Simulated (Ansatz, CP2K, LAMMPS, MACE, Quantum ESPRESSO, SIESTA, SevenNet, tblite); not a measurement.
**A faulty SIESTA run on Na+ TFSI- in fluoroethylene carbonate at 400 K (76 atoms)**

Program: SIESTA 5.4.2, a calculation on a cell of 1 N, 2 S, 22 O, 20 C, 12 F, 18 H and 1 Na, 13.0 Å³ an atom.

Input file input.fdf:

```
SystemLabel cell
NumberOfAtoms 76
NumberOfSpecies 7
%block ChemicalSpeciesLabel
  1 7 N
  2 16 S
  3 8 O
  4 6 C
  5 9 F
  6 1 H
  7 11 Na
%endblock ChemicalSpeciesLabel
LatticeConstant 1.0 Ang
%block LatticeVectors
  9.95338 0.00000 0.00000
  0.00000 9.95338 0.00000
  0.00000 0.00000 9.95338
%endblock LatticeVectors
PAO.BasisSize DZP
PAO.EnergyShift 0.01 Ry
XC.Functional GGA
XC.Authors PBE
MeshCutoff 500 Ry
%block kgrid_Monkhorst_Pack
  1 0 0 0.0
  0 1 0 0.0
  0 0 1 0.0
%endblock kgrid_Monkhorst_Pack
SolutionMethod diagon
OccupationFunction FD
ElectronicTemperature 580 K
SCF.Mixer.Method Linear
SCF.Mixer.Weight 0.9
SCF.Mixer.History 1
SCF.Mix Hamiltonian
MaxSCFIterations 60
SCF.DM.Tolerance 1e-04
SCF.H.Tolerance 1.0e-3 eV
WriteForces T
Write.HirshfeldPop T
Write.VoronoiPop T
Write.DM F
Write.H F
XML.Write F
AtomicCoordinatesFormat Fractional
%block AtomicCoordinatesAndAtomicSpecies
  0.47149 0.41650 0.44279 1
  0.57308 0.40672 0.32016 2
  0.70686 0.35629 0.34702 3
  0.56904 0.52397 0.23564 3
  0.47937 0.28147 0.22875 4
  0.48344 0.16898 0.29251 5
  0.51566 0.25711 0.09979 5
  0.34624 0.31133 0.23173 5
  0.52463 0.53074 0.52719 2
  0.65786 0.50404 0.57071 3
[... 62 atom lines left out ...]
  0.89387 0.21410 0.17665 6
  0.08099 0.37136 0.23850 6
  0.96940 0.37436 0.39227 6
  0.35503 0.85807 0.44909 7
%endblock AtomicCoordinatesAndAtomicSpecies
```

On the command line:

```console
> OMP_NUM_THREADS=1 mpirun -np 2 siesta < input.fdf > output.txt
```

The program printed:

```text
Version         : 5.4.2
reinit: System Name:
reinit: System Label: cell
initatom: Reading input for the pseudopotentials and atomic orbitals ----------
Species number:   1 Atomic number:    7 Label: N
Species number:   2 Atomic number:   16 Label: S
Species number:   3 Atomic number:    8 Label: O
Species number:   4 Atomic number:    6 Label: C
Species number:   5 Atomic number:    9 Label: F
Species number:   6 Atomic number:    1 Label: H
Species number:   7 Atomic number:   11 Label: Na
Ground state valence configuration (from tables):   2s02  2p03  3d00  4f00
Ground state valence configuration (from tables):   3s02  3p04  3d00  4f00
Ground state valence configuration (from tables):   2s02  2p04  3d00  4f00
Ground state valence configuration (from tables):   2s02  2p02  3d00  4f00
Ground state valence configuration (from tables):   2s02  2p05  3d00  4f00
Ground state valence configuration (from tables):   1s01  2p00  3d00  4f00
Ground state valence configuration (from tables):   3s01  3p00  3d00  4f00
---- Processing specs for species: N
GGA--PBE XC_GGA_X_PBE--XC_GGA_C_PBE pb
[... lines left out ...]
Total number of electrons:   340.000000
[... lines left out ...]
siesta: k-grid:     1     0     0      0.000
siesta: k-grid:     0     1     0      0.000
siesta: k-grid:     0     0     1      0.000
                     ====================================
                        Single-point calculation
                     ====================================
outcell: Unit cell vectors (Ang):
        9.953380    0.000000    0.000000
        0.000000    9.953380    0.000000
        0.000000    0.000000    9.953380
outcell: Cell vector modules (Ang)   :    9.953380    9.953380    9.953380
outcell: Cell angles (23,13,12) (deg):     90.0000     90.0000     90.0000
outcell: Cell volume (Ang**3)        :    986.0791
Gamma-point calculation with multiply-connected orbital pairs
Gamma-point calculation with multiply-connected orbital pairs
Folding of H and S implicitly performed
Folding of H and S implicitly performed
new_DM -- step:     1
Initializing Density Matrix...
Attempting to read DM from file... Failed...
DM filled with atomic data:
InitMesh: MESH = 144 x 144 x 144 = 2985984
InitMesh: Mesh cutoff (required, used) =   500.000   578.477 Ry
stepf: Fermi-Dirac step function
        iscf     Eharris(eV)        E_KS(eV)     FreeEng(eV)     dDmax    Ef(eV) dHmax(eV)
   scf:    1   -23463.151424   -23570.434453   -23570.434453  1.873825 -3.815601  8.749825
   scf:    2   -23091.049241   -23443.418764   -23443.418788  0.466536 -2.808384 24.156159
   scf:    3   -22192.778164   -23186.981427   -23186.981433  0.673947 -3.423305 48.838655
   scf:    4   -10977.593001   -19670.830828   -19670.967428  3.909193 -2.759089151.504618
   scf:    5    85253.318186     9650.892848     9650.833714 45.302823 -9.446945525.958793
   scf:    6   247907.949685    50813.826379    50813.757187125.341409**********864.657083
   scf:    7   251539.143063    44247.308436    44247.259235125.529736**********882.338348
   scf:    8   231745.622350    36803.501467    36803.480184 70.497487**********831.323516
   scf:    9   228377.776985    35462.580347    35462.575189 51.817422**********758.308216
   scf:   10   222763.874930    33548.156127    33548.140904 38.056561**********740.342016
[...]
scf:   59   227921.354825    35156.890270    35156.868362 37.248888**********747.794146
   scf:   60   224740.805668    34125.803725    34125.743208 37.247554**********747.791265
SCF_NOT_CONV: SCF did not converge in maximum number of steps (required).
SCF_NOT_CONV: SCF did not converge in maximum number of steps (required).
Geom step, scf iteration, dDmax, dHmax:    0    60     37.247554    54.961644
Geom step, scf iteration, dDmax, dHmax:    0    60     37.247554    54.961644
ABNORMAL_TERMINATION
ABNORMAL_TERMINATION
Stopping Program from Node:    0
ABNORMAL_TERMINATION
Stopping Program from Node:    1
ABNORMAL_TERMINATION
Stopping Program from Node:    1
Stopping Program from Node:    0
```

Run time: 5.1 min. Hardware: 2 MPI ranks of Arm Neoverse V1, shared host; peak memory 1.6 GiB.

Banners, paths, timers and routine set-up lines are dropped from the logs unmarked, and long logs keep their key lines alone; longer cuts are marked.

**Question.** What is wrong with this input?

Mixing far too strong: mixing weight 0.9 and mixer Linear. The sound run has mixing weight 0.15.

The run ended unconverged.

[Also dropped from logs without a mark: logging warnings of Python, and SIESTA's first energy breakdown and zero terms.]

[Logs are printed without paths, hosts, clocks, repeated set-up lines and the standing remarks that a program may print on its own settings, such as how far it seeks lower states.]

[Hosts, paths, dates, database ids (printed as entryN), source tags and the programs' standing remarks are cut or masked in the printed files.]
